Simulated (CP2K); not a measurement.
Two runs for the C K edge of silylbenzene. Run A: CP2K XAS_TDP, all-electron GAPW, PBEh(45%), aug-pc-1, TDA, no relativity. Run B differs in one setting.

First lines with a strength over 0.0015. A:

| atom | energy (eV) | states | strength, one atom |
| --- | --- | --- | --- |
| C2 (bonded to 2 C and Si) | 280.88 | 1 | 0.0484 |
|  | 284.00 | 1 | 0.0118 |
|  | 284.54 | 1 | 0.0056 |
|  | 285.02 | 1 | 0.0036 |
|  | 286.20 | 1 | 0.0020 |
| C3 (bonded to 2 C and H) | 281.08 | 1 | 0.0559 |
|  | 284.15 | 1 | 0.0109 |
|  | 285.13 | 1 | 0.0040 |
|  | 285.26 | 1 | 0.0025 |
|  | 285.35 | 1 | 0.0015 |
| C4 (bonded to 2 C and H) | 281.13 | 1 | 0.0539 |
|  | 283.99 | 1 | 0.0107 |
|  | 285.03 | 1 | 0.0023 |
|  | 286.10 | 1 | 0.0040 |
|  | 286.26 | 1 | 0.0056 |
| C5 (bonded to 2 C and H) | 281.02 | 1 | 0.0544 |
|  | 284.04 | 1 | 0.0108 |
|  | 285.11 | 2 | 0.0029 |
|  | 285.50 | 1 | 0.0022 |
|  | 286.16 | 1 | 0.0028 |

B:

| atom | energy (eV) | states | strength, one atom |
| --- | --- | --- | --- |
| C2 (bonded to 2 C and Si) | 285.68 | 1 | 0.0476 |
|  | 288.80 | 1 | 0.0116 |
|  | 289.34 | 1 | 0.0055 |
|  | 289.82 | 1 | 0.0035 |
|  | 291.00 | 1 | 0.0019 |
| C3 (bonded to 2 C and H) | 286.35 | 1 | 0.0549 |
|  | 289.42 | 1 | 0.0107 |
|  | 290.40 | 1 | 0.0040 |
|  | 290.54 | 1 | 0.0025 |
|  | 291.46 | 1 | 0.0021 |
| C4 (bonded to 2 C and H) | 286.49 | 1 | 0.0529 |
|  | 289.35 | 1 | 0.0105 |
|  | 290.38 | 1 | 0.0023 |
|  | 291.45 | 1 | 0.0039 |
|  | 291.61 | 1 | 0.0055 |
| C5 (bonded to 2 C and H) | 286.38 | 1 | 0.0534 |
|  | 289.40 | 1 | 0.0106 |
|  | 290.47 | 2 | 0.0029 |
|  | 290.86 | 1 | 0.0021 |
|  | 291.52 | 1 | 0.0027 |

Q: Which was it: the functional, scalar relativity switched on, the basis, GW2X switched on?

GW2X switched on. GW2X shifts an atom's lines together and keeps their spacings. Against PBEh(45%) in aug-pc-1, the leading lines move by +4.80 eV (C2, to 285.68), +5.27 eV (C3, to 286.35), +5.36 eV (C4, to 286.49) and +5.36 eV (C5, to 286.38).

[Hosts, paths, dates, database ids (printed as entryN), source tags and the programs' standing remarks are cut or masked in the printed files.]
